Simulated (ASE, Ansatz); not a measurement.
# Electronic structure of generalised stacking fault on (110) of a LiCl-LiBr solid solution (56 atoms)

What does DFT give for generalised stacking fault on (110) of a LiCl-LiBr solid solution (56 atoms) as built?

Main program and level: Ansatz 0.2.0; Kohn-Sham DFT, PBE, PAW (set soft_2), plane waves.

## 1. Starting point

The cell holds 56 atoms: 28 Li, 10 Br and 18 Cl. Cell: a = 7.448 Å, b = 5.266 Å, c = 26.384 Å, α = 90.0°, β = 84.6°, γ = 90.0°. It derives from LiCl and LiBr. Rock-salt LiCl lattice (a = 5.2663 Å, the value set for the mixture), cell with z along [110], 2 x 1 x 7 periods; the third cell vector is tilted by 0.667 of 1/2[1-10] and lengthened by 0.2 Å, so the cell holds one fault; displaced by a Gaussian of 0.01 Å; 10 of 28 Cl sites given to Br at random (lattice constant by Vegard's rule between LiCl and LiBr).

Limits known from the start: The cell is under 6 Å thick along one periodic direction, so every atom has periodic images of itself close by, which move with it and show among its neighbours and in g(r). The host structure and its lattice constant were typed by rule, without a check against the phase diagram.

## 2. Plane-wave single point

One self-consistent run at the given positions yields energy and forces.

File input.yaml:

```yaml
crystal:
  lattice:
    - [7.44767, 0.0, 0.0]
    - [0.0, 5.2663, 0.0]
    - [2.48253, 0.0, 26.26686]
  atoms:
    - { symbol: Li, position: [0.67113, 0.00218, 0.992] }
    - { symbol: Br, position: [0.72624, 0.0014, 0.07085] }
    - { symbol: Li, position: [0.95321, 0.99891, 0.14148] }
    - { symbol: Cl, position: [0.67809, 0.00223, 0.21221] }
    - { symbol: Li, position: [0.90655, 0.00101, 0.28303] }
    - { symbol: Cl, position: [0.63116, 0.00063, 0.35393] }
    - { symbol: Li, position: [0.8569, 0.00064, 0.42515] }
    - { symbol: Cl, position: [0.58456, 0.00185, 0.49638] }
    - { symbol: Li, position: [0.8131, 0.00041, 0.56668] }
    - { symbol: Cl, position: [0.53857, 0.00094, 0.63754] }
    - { symbol: Li, position: [0.76519, 0.00077, 0.70841] }
    - { symbol: Cl, position: [0.49035, 0.99799, 0.77951] }
    - { symbol: Li, position: [0.71596, 0.9998, 0.85007] }
    - { symbol: Cl, position: [0.44304, 0.00101, 0.92026] }
    - { symbol: Li, position: [0.17091, 0.00418, 0.99257] }
    - { symbol: Br, position: [0.22734, 0.00428, 0.07067] }
    - { symbol: Li, position: [0.45181, 0.00107, 0.14098] }
    - { symbol: Cl, position: [0.17749, 0.00244, 0.2126] }
    - { symbol: Li, position: [0.40479, 0.00086, 0.28323] }
    - { symbol: Br, position: [0.13104, 0.99656, 0.35332] }
    - { symbol: Li, position: [0.35705, 0.00205, 0.42486] }
    - { symbol: Cl, position: [0.08635, 0.99816, 0.49573] }
    - { symbol: Li, position: [0.31148, 0.00032, 0.5666] }
    - { symbol: Cl, position: [0.03959, 0.00087, 0.63782] }
    - { symbol: Li, position: [0.26512, 0.99943, 0.70851] }
    - { symbol: Cl, position: [0.99038, 0.99911, 0.77891] }
    - { symbol: Li, position: [0.21249, 0.99848, 0.84995] }
    - { symbol: Cl, position: [0.94264, 0.99613, 0.92143] }
    - { symbol: Li, position: [0.22935, 0.5052, 0.07052] }
    - { symbol: Cl, position: [0.95582, 0.4995, 0.14101] }
    - { symbol: Li, position: [0.17969, 0.5011, 0.2122] }
    - { symbol: Cl, position: [0.90563, 0.50118, 0.28328] }
    - { symbol: Li, position: [0.13075, 0.49792, 0.35374] }
    - { symbol: Br, position: [0.85566, 0.49807, 0.42484] }
    - { symbol: Li, position: [0.08672, 0.49838, 0.49532] }
    - { symbol: Cl, position: [0.81082, 0.49676, 0.56652] }
    - { symbol: Li, position: [0.0407, 0.49957, 0.63784] }
    - { symbol: Cl, position: [0.76252, 0.50368, 0.70815] }
    - { symbol: Li, position: [0.99032, 0.50033, 0.77933] }
    - { symbol: Cl, position: [0.71744, 0.49983, 0.85063] }
    - { symbol: Li, position: [0.94132, 0.50126, 0.92124] }
    - { symbol: Cl, position: [0.67099, 0.50093, 0.99157] }
    - { symbol: Li, position: [0.72754, 0.50282, 0.07082] }
    - { symbol: Br, position: [0.45192, 0.50002, 0.14193] }
    - { symbol: Li, position: [0.67929, 0.49862, 0.21185] }
    - { symbol: Br, position: [0.40592, 0.50284, 0.28276] }
    - { symbol: Li, position: [0.63314, 0.49897, 0.3542] }
    - { symbol: Br, position: [0.35652, 0.50279, 0.42484] }
    - { symbol: Li, position: [0.58534, 0.49823, 0.49621] }
    - { symbol: Cl, position: [0.30972, 0.49874, 0.56729] }
    - { symbol: Li, position: [0.53743, 0.49871, 0.6377] }
    - { symbol: Br, position: [0.26367, 0.49958, 0.70849] }
    - { symbol: Li, position: [0.49004, 0.50001, 0.77954] }
    - { symbol: Br, position: [0.21439, 0.50152, 0.85002] }
    - { symbol: Li, position: [0.44195, 0.49745, 0.92088] }
    - { symbol: Br, position: [0.16838, 0.50399, 0.99235] }
kpoints:
  mp_grid: { grid: [2, 3, 1] }
hamiltonian:
  xc: pbe
scf:
  occupations: { method: gaussian, width: 0.025 }
output:
  forces: true
  stress: true
  populations: true
  dos:
    method: { smearing: { sigma: 0.08 } }
    de: 0.1
    projected: { site_lists: { Br: [Br], Cl: [Cl], Li: [Li] } }
  eigenvalues: true
  write_density: true
  write_potential: true
  volumetric_format: npy
```

Run with:

```bash
> ansatz run input.yaml --threads 8 --pin off --max-ram 15872MiB --backend cpu --events-out ev --progress --plain --runs-dir out
```

Numbers of over 12 decimals in the logs are rounded to 6 here.

Log:

```text
Engine: ansatz 0.2.0, aarch64-unknown-linux-gnu
Pseudopotentials: kind: paw
Pseudopotential: Li, paw, valence charge 3, recommended cutoff 420 eV (normal), Li.paw.azcp
Pseudopotential: Br, paw, valence charge 7, recommended cutoff 420 eV (normal), Br.paw.azcp
Pseudopotential: Cl, paw, valence charge 7, recommended cutoff 420 eV (normal), Cl.paw.azcp
[... 5 lines on functional and potentials left out ...]
Crystal: 56 atoms, lattice volume = 1030.230 Å³
Basis set: ecut = 420 eV, 20177 PW (Γ), exchange–correlation on 100×72×360 points (8 copies of the dense FFT grid, shifted against one another)
Bands: 196, of which v1, the nominal top of the filled ones, is band 140 counted from 1 (139 counted from 0)
Symmetry: 1 space group operations
Space group: P1 (ITA 1), of the structure as read, at distance tolerance 1.0e-4 Å
k-points: 4 of 6 (time reversal used)
[... 7 lines on functional and potentials left out ...]
Initial density: superposition of atomic densities (neutral atoms: chi_scale 0, normalization atom), corrected by the library's trained network
Initial wavefunctions: pseudopotential atomic-orbital guess
Functional: x = pbe(κ = 0.804, μ = 0.219515), c = pbe(β = 0.066725)
SCF iter   1: F=—  HF=-53088.602965 eV  |F-HF|=—  |Δ(HF+E_count)|=         —  Δρ=3.66e-4  dr2=7.25e-3  ethr=1.77e-3  ⟨swp⟩=8.8  Hψ=3864  notcnv=0  defer=116
preconditioner: auto → Resta (q_TF=auto, 2.196 Å⁻¹)  ε∞=2.9  [insulator: Δε(μ)=5.323 eV  Ē_g=12.506 eV  σ=0.025 eV  W_gap=1.00  n_scr=186 (ndim 8)  ℏωp=17.3 eV  f_vac=0.000  D(μ)=0.00/eV (n_scr^D=0)  ε∞_Penn≈2.9]
SCF iter   2: F=—  HF=-53088.597972 eV  |F-HF|=—  |Δ(HF+E_count)|=   4.99e-3  Δρ=2.72e-4  dr2=3.08e-3  ethr=2.59e-6  ⟨swp⟩=3.5  Hψ=1745  notcnv=0  defer=162
SCF iter   3: F=—  HF=-53088.596938 eV  |F-HF|=—  |Δ(HF+E_count)|=   1.03e-3  Δρ=1.14e-4  dr2=4.88e-4  ethr=1.10e-6  ⟨swp⟩=2.0  Hψ=953  notcnv=0  defer=162
SCF iter   4: F=—  HF=-53088.596839 eV  |F-HF|=—  |Δ(HF+E_count)|=   9.89e-5  Δρ=6.93e-5  dr2=1.20e-4  ethr=1.74e-7  ⟨swp⟩=2.0  Hψ=785  notcnv=0  defer=162
SCF iter   5: F=—  HF=-53088.596802 eV  |F-HF|=—  |Δ(HF+E_count)|=   3.68e-5  Δρ=1.22e-5  dr2=5.13e-6  ethr=4.27e-8  ⟨swp⟩=2.0  Hψ=931  notcnv=0  defer=162
SCF iter   6: F=—  HF=-53088.596234 eV  |F-HF|=—  |Δ(HF+E_count)|=   5.68e-4  Δρ=1.06e-5  dr2=1.44e-6  ethr=1.83e-9  ⟨swp⟩=2.0  Hψ=1344  notcnv=0  defer=191
SCF iter   7: F=—  HF=-53088.596234 eV  |F-HF|=—  |Δ(HF+E_count)|=   4.75e-7  Δρ=2.82e-6  dr2=1.12e-7  ethr=5.13e-10  ⟨swp⟩=2.0  Hψ=920  notcnv=0  defer=191
SCF iter   8: F=-53088.596234 eV  HF=-53088.596234 eV  |F-HF|=9.75e-10  |Δ(HF+E_count)|=   1.91e-8  Δρ=4.85e-7  dr2=3.12e-9  ethr=3.57e-11  ⟨swp⟩=27.8  Hψ=7712  notcnv=0
SCF 1 converged in 8 iterations: F = -53088.596234 eV  dr2 = 3.12e-9
  greatest PAW one-centre occupation: 1.000 electrons in one spin orbital (limit 2), on the Li atom at site 14 (counted from 0), in its partial waves of l = 0
SCF converged after 8 iterations
Free energy (F): -53088.596234 eV
Harris-Foulkes:  -53088.596234 eV  (|F-HF|=9.75e-10)
Internal energy: -53088.596234 eV  (E = F + TS)
E sigma→0 (E₀):  -53088.596234 eV
Fermi energy:    4.796019 eV
--- Per-component energies (eV) ---
  E_band       = -2896.662663
  E_kinetic    = 4870.516032
  E_local      = -9194.065386  (includes V_loc(G=0)·N_el)
  E_nonlocal   = 288.612817
  E_hartree    = 2603.893137
  E_xc         = -4898.494688
  E_vxc        = -3651.343575  (∫ρ·V_xc dr)
  E_paw        = -34923.477251  (= ΣΔE_a)
  E_vpaw       = -418.170356  (= ΣTr[D̂ρ^β])
  E_aug_tail   = 0.002054  (compensation charges beyond the density's cutoff)
  E_ewald      = -11835.582948
  E_smearing   = -0.000000  (= −TS)
  E_closure    = -0.000000  (closes the sum)
  Σ components = -53088.596234   (vs F -53088.596234, Δ=0.00e0)
--- Forces (eV/Å), atoms counted from 1 ---
  atom   1  Li    -0.38222324    -0.00138001    -1.61977101
  atom   2  Br     0.58006783    -0.00972755     1.43179689
  atom   3  Li     0.00856484     0.00755204     0.18644494
  atom   4  Cl     0.08418915    -0.01451653     0.01984961
  atom   5  Li    -0.14676692    -0.00044750    -0.14360703
  atom   6  Cl     0.02494096     0.00775078    -0.00839603
  atom   7  Li    -0.11905264    -0.01883992     0.11178213
  atom   8  Cl    -0.00394852    -0.02836431     0.02872476
  atom   9  Li    -0.01302570     0.00018533     0.01399727
  atom  10  Cl     0.02700797    -0.01293652    -0.02142660
  atom  11  Li    -0.01280050    -0.00487332    -0.01147123
  atom  12  Cl     0.05860692     0.03284412    -0.00407817
  atom  13  Li    -0.00737091    -0.00188147     0.00710193
  atom  14  Cl     0.06366114     0.01003732     0.14774108
[...]
atom  55  Li     0.23292990     0.00750457     0.06473686
  atom  56  Br    -0.58548386    -0.03217713    -1.61396028
  max |Σ_I F_I| component: 1.56e-4 eV/Å
--- Stress (GPa, compression-positive) ---
        0.768688      -0.004216       0.560290
       -0.004216       0.662808       0.000921
        0.560289       0.000921       1.780901
  P = ⅓ Tr σ = 1.0708 GPa (10.708 kbar)
--- Band table (eV) ---
  k-point 0: bands = ["-42.1281", "-42.1196", "-42.1116", "-42.1102", [... 180 levels ...], "10.9810", "11.1309", "11.2039", "11.2130", "11.2383", "11.2612", "11.3132", "11.3733", "11.4019", "11.4300", "11.4595", "11.5095"]
[...]
--- Löwdin populations: 56 sites ---
  site symbol       q [e]
     0     Li      2.3243
     1     Br      7.5589
     2     Li      2.3401
[...]
55     Br      7.5577
  spilling = 0.006219 (of n_electrons = 280.000000)
```

Wall time 24 s (8 threads of Arm Neoverse V2, shared host); peak memory 3 GiB.

In the SCF lines HF is the Harris–Foulkes energy and dr2 the Hartree energy of the density residual, in eV; the loop may stop once dr2 is under the threshold and the program's other checks hold. Hψ counts applications of the Hamiltonian.

Read from the output:

| Property | Result |
| --- | --- |
| free energy | -53088.5962 eV |
| free energy per atom | -948.0106 eV/atom |
| SCF cycles | 8 |
| pressure | 1.071 GPa |
| r.m.s. force component | 0.3361 eV/Å |
| longest force | 1.768 eV/Å |
| Fermi energy | 4.796 eV |
| gap (highest filled to lowest empty level) | 5.398 eV |
| spilling of the projection | 0.006219 |

Neighbours are counted within 3.06 Å (Li-Cl), 3.02 Å (Li-Br).

Length of the force by element and coordination:

```tsv
element	coordination	atoms	mean length of the force (eV/Å)	spread	least	most
Br	all	10	0.558	0.734	0.0237	1.76
Br	5	3	1.68	0.094	1.54	1.76
Br	6	7	0.079	0.035	0.0237	0.141
Cl	all	18	0.119	0.206	0.0274	0.960
Cl	5	1	0.960	0	0.960	0.960
Cl	6	17	0.0696	0.032	0.0274	0.161
Li	all	28	0.344	0.469	0.0104	1.77
Li	5	4	1.39	0.446	0.639	1.77
Li	6	24	0.169	0.093	0.0104	0.277
```

Löwdin charges by element and coordination (they lack the spilled electrons, 0.031 e an atom on average):

```tsv
element	coordination	atoms	mean charge (e)	spread	least	most
Br	all	10	-0.548	0.0078	-0.562	-0.540
Br	5	3	-0.560	0.002	-0.562	-0.558
Br	6	7	-0.543	0.0017	-0.546	-0.540
Cl	all	18	-0.629	0.0035	-0.642	-0.626
Cl	5	1	-0.642	0	-0.642	-0.642
Cl	6	17	-0.628	0.0016	-0.632	-0.626
Li	all	28	0.662	0.0141	0.628	0.686
Li	5	4	0.659	0.0118	0.643	0.676
Li	6	24	0.663	0.0144	0.628	0.686
```

States in the cell by windows of 1 eV, zero at the Fermi level; the larger projections on atomic orbitals stand beside the total:

```tsv
from (eV)	to (eV)	total	Cl p	Br p	Li s	Cl s	Br s
-18	-17	0.0	0.0	0.0	0.0	0.0	0.0
-17	-16	15.6	0.0	0.0	3.1	8.2	4.3
-16	-15	40.4	0.0	0.0	1.5	25.2	13.6
-15	-7	0.0	0.0	0.0	0.0	0.0	0.0
-7	-6	0.2	0.1	0.1	0.0	0.0	0.0
-6	-5	46.1	26.7	15.1	3.6	0.2	0.2
-5	-4	54.0	37.2	14.2	1.4	0.2	0.2
-4	-3	64.2	38.6	24.7	0.2	0.0	0.0
-3	-2	3.5	0.7	2.8	0.0	0.0	0.0
-2	2	0.0	0.0	0.0	0.0	0.0	0.0
2	3	0.4	0.0	0.0	0.2	0.1	0.1
3	4	13.1	0.4	0.3	4.7	0.7	0.5
4	5	35.1	0.8	0.5	12.7	0.7	0.5
```

The curve was stored every 0.100 eV, coarse against its broadening of 0.08 eV, so these counts are rough.

About 56 of the 280 electrons lie in deeper levels, below the stored range.

The levels nearest the highest filled one (over half full), pooled over k-points and spins:

```tsv
level less the highest filled one (eV)	occupation
-0.220	2
-0.188	2
-0.164	2
-0.146	2
-0.111	2
0	2
5.40	0
5.81	0
5.87	0
6.03	0
6.18	0
6.22	0
```

Electrostatic potential energy in the ca plane at fractional y = 0.000, with atoms of Li and Br and Cl within 0.2 Å of it. With pseudopotentials it is smooth inside the atoms' cores, unlike the true potential.

Values in eV, 11 rows by 16 columns, each cell a mean:
```
 -2  -3   4   3   3   4 -14  -1   6  -7 -36   2   7 -28 -33   6
-10 -19   6   6 -17  -4   7   4  -7   4   0   4   4  -7 -13   6
  2  -2   5   5 -12  -4   7   1 -26   1   7  -5 -15   6   6  -4
  4   6 -15 -10   5   4  -2   4  -4   4   6  -3 -15   6   6 -18
  4   6 -32 -29   7   1 -40  -8   6  -3 -19   4   4   1   2  -2
  4   4  -8  -9   6   3 -35  -9   7 -12 -43   1   7 -26 -25   6
 -8 -13   6   6  -6   1   2   4   3   0 -17   4   6 -22 -27   6
 -5 -12   6   6 -21  -7   7   2 -20   3   6   1  -3   3   2   3
  4   4  -1   2  -2   1   6   3 -17   2   7  -8 -21   6   6 -14
  2   6 -30 -23   6   4 -23  -1   4   3  -1   2  -4   5   6 -11
  4   6 -24 -22   7   1 -43 -13   7 -11 -37   3   6 -11 -11   4
```
Columns run along c (16.0 Å, from fractional 0.39 to 1.00 of the cell; values clipped at the 3rd and 97th percentile), rows up along a (7.4 Å). Atoms in or near the plane, at fractional coordinates: Li at (0.99, 0.67), Li at (0.43, 0.86), Cl at (0.50, 0.58), Li at (0.57, 0.81), Cl at (0.64, 0.54), Li at (0.71, 0.77), Cl at (0.78, 0.49), Li at (0.85, 0.72), Cl at (0.92, 0.44), Li at (0.99, 0.17), Li at (0.42, 0.36), Cl at (0.50, 0.09), Li at (0.57, 0.31), Cl at (0.64, 0.04) and more.

Valence density in the ca plane at fractional y = 0.000, with atoms of Li and Br and Cl within 0.2 Å of it. It is the smooth field of the valence electrons, not physical close to the nuclei.

Ten steps, logarithmic in the rise over the least value, from '0' (0.0 e/Å³) to '9' (7.3 e/Å³), each cell a mean:
```
11111234543100135666421013665663101356366410
03773012221111013444310012466653101356566410
05995000000277401222111211344432000246665310
03784000000399610000027850122211121124443210
21221122211267400000038970000001686111221113
31001244432112112222116750000001798200000168
42001356654200124554211111222211576100000179
42002466565200135666420002355431011122221137
42002465565310246646531013566642100235543100
31001356664200146646531014664663101356665310
10100234543100135666421013665663101366366410
03773012221111013454310012466653101356566410
05995000000277401222111211344432000246665310
13784000000399610000027850122211121124443200
21221122211268500000038971000001685111221113
31001245442112112222116750000001898200000158
42102466654200124554211111222211586100000169
42102465565200135666420012455431111112221137
42102465565210246646531013566642000234543100
31001356664200146646531014664653101356665310
```
Columns run along c (16.0 Å, from fractional 0.39 to 1.00 of the cell), rows up along a (7.4 Å). Atoms in or near the plane, at fractional coordinates: Li at (0.99, 0.67), Li at (0.43, 0.86), Cl at (0.50, 0.58), Li at (0.57, 0.81), Cl at (0.64, 0.54), Li at (0.71, 0.77), Cl at (0.78, 0.49), Li at (0.85, 0.72), Cl at (0.92, 0.44), Li at (0.99, 0.17), Li at (0.42, 0.36), Cl at (0.50, 0.09), Li at (0.57, 0.31), Cl at (0.64, 0.04) and more.

Mean Löwdin charges: Br -0.55, Cl -0.63, Li +0.66 e (they miss 0.62 % of the electrons, so they add up to more than the cell's charge).

## 3. Local order

Bonds and neighbours are counted at the geometry of the runs.

Density 2.63 g/cm³, 18.40 Å³ an atom.

Pair distribution functions g(r), in bins of 0.2 Å:

```tsv
r (Å)	total	Li-Li	Li-Cl	Li-Br	Cl-Cl	Cl-Br	Br-Br
2.10	0.22	0.00	0.17	0.94	0.00	0.00	0.00
2.30	0.00	0.00	0.00	0.00	0.00	0.00	0.00
2.50	0.00	0.00	0.00	0.00	0.00	0.00	0.00
2.70	6.05	0.00	12.45	11.45	0.00	0.00	0.00
2.90	0.00	0.00	0.00	0.00	0.00	0.00	0.00
3.10	0.00	0.00	0.00	0.00	0.00	0.00	0.00
3.30	0.07	0.18	0.00	0.00	0.00	0.00	0.72
3.50	0.11	0.18	0.00	0.00	0.00	0.39	0.70
3.70	5.95	11.76	0.06	0.32	12.80	11.18	10.66
3.90	0.00	0.00	0.00	0.00	0.00	0.00	0.00
4.10	0.12	0.25	0.00	0.00	0.00	0.54	0.00
4.30	0.00	0.00	0.00	0.00	0.00	0.00	0.00
4.50	2.71	0.20	5.30	5.05	0.00	0.22	0.79
4.70	0.11	0.19	0.00	0.06	0.12	0.21	0.38
4.90	0.21	0.00	0.31	0.62	0.00	0.00	0.00
5.10	0.00	0.00	0.00	0.00	0.00	0.00	0.00
5.30	1.58	2.86	0.23	0.41	3.27	2.29	3.54
5.50	0.07	0.14	0.00	0.00	0.00	0.15	0.55
5.70	0.07	0.00	0.05	0.27	0.00	0.00	0.00
5.90	4.56	0.00	9.48	8.50	0.00	0.00	0.00
6.10	0.00	0.00	0.00	0.00	0.00	0.00	0.00
6.30	0.17	0.36	0.00	0.00	0.31	0.34	0.41
6.50	3.88	7.50	0.17	0.38	7.80	7.55	6.50
6.70	0.09	0.19	0.00	0.00	0.00	0.41	0.00
6.90	0.10	0.02	0.14	0.25	0.00	0.05	0.00
7.10	0.26	0.40	0.05	0.26	0.30	0.41	0.66
7.30	0.10	0.08	0.11	0.14	0.00	0.17	0.00
7.50	1.38	2.76	0.00	0.00	2.93	2.54	2.96
```

Bonds by pair of elements; cutoffs follow the first minimum of g(r), held within bounds set by covalent radii, and pairs that aren't listed don't count as bonded:

```tsv
pair A-B	cutoff (Å)	bonds	mean length (Å)	spread (Å)	shortest (Å)	B about A	A about B
Li-Cl	3.06	107	2.63	0.046	2.17	3.82	5.94
Li-Br	3.02	57	2.61	0.108	2.14	2.04	5.7
```

How many atoms have how many bonded neighbours:

```tsv
element	mean	5	6
Br	5.7	3	7
Cl	5.94	1	17
Li	5.86	4	24
```

Bond angles, per cent of each kind in bins of 5°:

```tsv
angle (°)	Li-Cl-Li	Cl-Li-Cl	Br-Li-Cl	Li-Br-Li	Br-Li-Br
85–90	40.4	37.9	37.8	37.0	27.5
90–95	39.2	41.2	42.4	40.7	47.1
95–100	0.0	0.0	0.0	0.0	0.0
100–105	0.0	0.0	0.0	0.0	0.0
105–110	0.0	0.0	0.0	0.0	0.0
110–115	0.0	0.0	0.0	0.0	0.0
115–120	0.4	0.0	2.3	2.2	0.0
120–125	0.0	0.0	0.0	0.0	0.0
125–130	0.0	0.0	0.0	0.0	0.0
130–135	0.0	0.0	0.0	0.0	0.0
135–140	0.0	0.0	0.0	0.0	0.0
140–145	0.0	0.0	0.0	0.0	0.0
145–150	0.0	0.0	0.0	0.0	0.0
150–155	0.4	0.6	1.2	2.2	2.0
155–160	0.0	0.0	0.0	0.0	0.0
160–165	0.0	0.0	0.0	0.0	0.0
165–170	0.0	0.0	0.0	0.0	0.0
170–175	0.0	0.0	0.0	0.0	0.0
175–180	19.6	20.3	16.3	17.8	23.5
```

Bond angles (no mean is given where the spread exceeds 20°):

```tsv
angle	count	mean (°)	spread (°)
Li-Cl-Li	265	-	-
Cl-Li-Cl	177	-	-
Br-Li-Cl	172	-	-
Li-Br-Li	135	-	-
Br-Li-Br	51	-	-
```

Bond length by coordination (bonds to H left out):

```tsv
element	coordination	atoms	mean bond length (Å)
Br	5	3	2.54
Br	6	7	2.63
Cl	5	1	2.54
Cl	6	17	2.63
Li	5	4	2.54
Li	6	24	2.63
```

Counting bonds as in the table, 70 % of Br atoms have 6, 94 % of Cl atoms have 6 and 86 % of Li atoms have 6 bonded neighbours.

A closer look about Li29, which has 5 bonded neighbours where the commonest count for Li is 6: 16 atoms, nearest first, numbered in the order of the input, with positions taken from that point.

```tsv
atom	x	y	z	distance (Å)	bonds	Löwdin charge (e)	Fx	Fy	Fz (eV/Å)
Li29	0.00	0.00	0.00	0.00	5	0.64	0.28	-0.01	1.48
Br56	-0.65	-0.01	-2.05	2.15	5	-0.56	-0.59	-0.03	-1.61
Br44	1.83	-0.03	1.88	2.62	6	-0.54	0.04	0.04	-0.13
Cl30	-1.86	-0.03	1.85	2.63	6	-0.63	-0.06	0.04	-0.02
Br16	-0.01	2.63	0.00	2.63	5	-0.56	0.57	-0.03	1.67
Br16	-0.01	-2.64	0.00	2.64	5	-0.56	0.57	-0.03	1.67
Li15	-0.63	2.63	-2.05	3.39	5	0.65	-0.43	-0.01	-1.72
Li15	-0.63	-2.64	-2.05	3.40	5	0.65	-0.43	-0.01	-1.72
Li17	1.83	2.61	1.85	3.69	6	0.64	0.02	0.00	0.20
Li3	-1.88	2.60	1.86	3.71	6	0.66	0.01	0.01	0.19
Li43	3.71	-0.01	0.01	3.71	5	0.66	0.26	-0.01	0.59
Li17	1.83	-2.65	1.85	3.72	6	0.64	0.02	0.00	0.20
Li31	-0.02	-0.02	3.72	3.72	6	0.66	-0.26	0.00	0.02
Cl42	3.09	-0.02	-2.07	3.72	5	-0.64	-0.31	-0.02	-0.91
Li43	-3.74	-0.01	0.01	3.74	5	0.66	0.26	-0.01	0.59
Li3	-1.88	-2.67	1.86	3.76	6	0.66	0.01	0.01	0.19
```

The column of bonds counts only the pairs Li-Cl within 3.06 Å, Li-Br within 3.02 Å; other neighbours, such as metal atoms beside each other in a compound, aren't counted, and periodic images can show an atom twice.

## 4. Summary of results

| Item | Value |
| --- | --- |
| free energy per atom | -948.0106 eV/atom |
| density | 2.63 g/cm³ |
| pressure | 1.071 GPa |
| r.m.s. force component | 0.3361 eV/Å |
| gap (highest filled to lowest empty level) | 5.398 eV |
| wall time of the 1 DFT run | 24 s |

In words: The highest filled and lowest empty levels differ by 5.40 eV on the run's k-points; the mesh holds the band edges only if they fold onto it, so the gap at this level can be narrower or closed, while semilocal functionals tend to narrow gaps against experiment. Counting bonds as in the table, 70 % of Br atoms have 6, 94 % of Cl atoms have 6 and 86 % of Li atoms have 6 bonded neighbours.

Caveats: The geometry was built by rule, was displaced at random and isn't relaxed at this level: its force components are 0.34 eV/Å r.m.s.

[Logs are printed without paths, hosts, clocks, repeated set-up lines and the standing remarks that a program may print on its own settings, such as how far it seeks lower states.]

[Hosts, paths, dates, database ids (printed as entryN), source tags and the programs' standing remarks are cut or masked in the printed files.]
